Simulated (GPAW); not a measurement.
# The Se K excitation threshold of CdSe (F-43m) under uniform strain

For each volume the threshold was computed as E(hole) − E(ground) plus the lowest empty eigenvalue of the hole cell (GPAW, PBE, 8-atom cell, total energies on 3×3×3 k points, the eigenvalue on 3×3×3, hole spin-paired). The values are raw; only their change is used. The threshold is the spectrum's zero, where absorption may be weak, not the visible edge.

| volume | ln(V/V₀) | threshold (eV) |
| --- | --- | --- |
| V × 1 | +0.00000 | 12692.350 |
| V × 1.03 | +0.02956 | 12692.232 |
| V × 1.06 | +0.05827 | 12692.119 |
| V × 1.09 | +0.08618 | ? |

Question: Fit a straight line in ln(V/V₀), give its slope, and predict the threshold at V × 1.09.

The means of the given rows are x̄ = +0.02928 and Ē = 12692.234 eV. Σ(x − x̄)(E − Ē) = -0.006731 and Σ(x − x̄)² = 0.001698, so the slope is -3.96 eV, and the line passes the given rows within 0.001 eV. At x = +0.08618 it gives 12692.234 + (-3.96) × (+0.05690) = 12692.008 eV. The run gives 12692.012 eV, a miss of -0.004 eV over a total move of -0.338 eV. The slope is the clamped-ion volume deformation potential of the lowest empty level of the hole cell on this mesh (the hole may pull it below the band edge) against the Se 1s level, with the hole's relaxation included: the threshold falls by 0.040 eV for 1 % of expansion. The charged cell's image error also scales with the cell's size and isn't taken out.

[Hosts, paths, dates, database ids (printed as entryN), source tags and the programs' standing remarks are cut or masked in the printed files.]

[Lists of maxima count a maximum above −3 eV only where it reaches 4 % of the highest in the window and stands out from its surroundings by 2 % of it (1.5 % where it reaches 55 %); shoulders and weaker maxima are passed over, and of the rest the first, up to two pre-edge ones and the few strongest are named.]
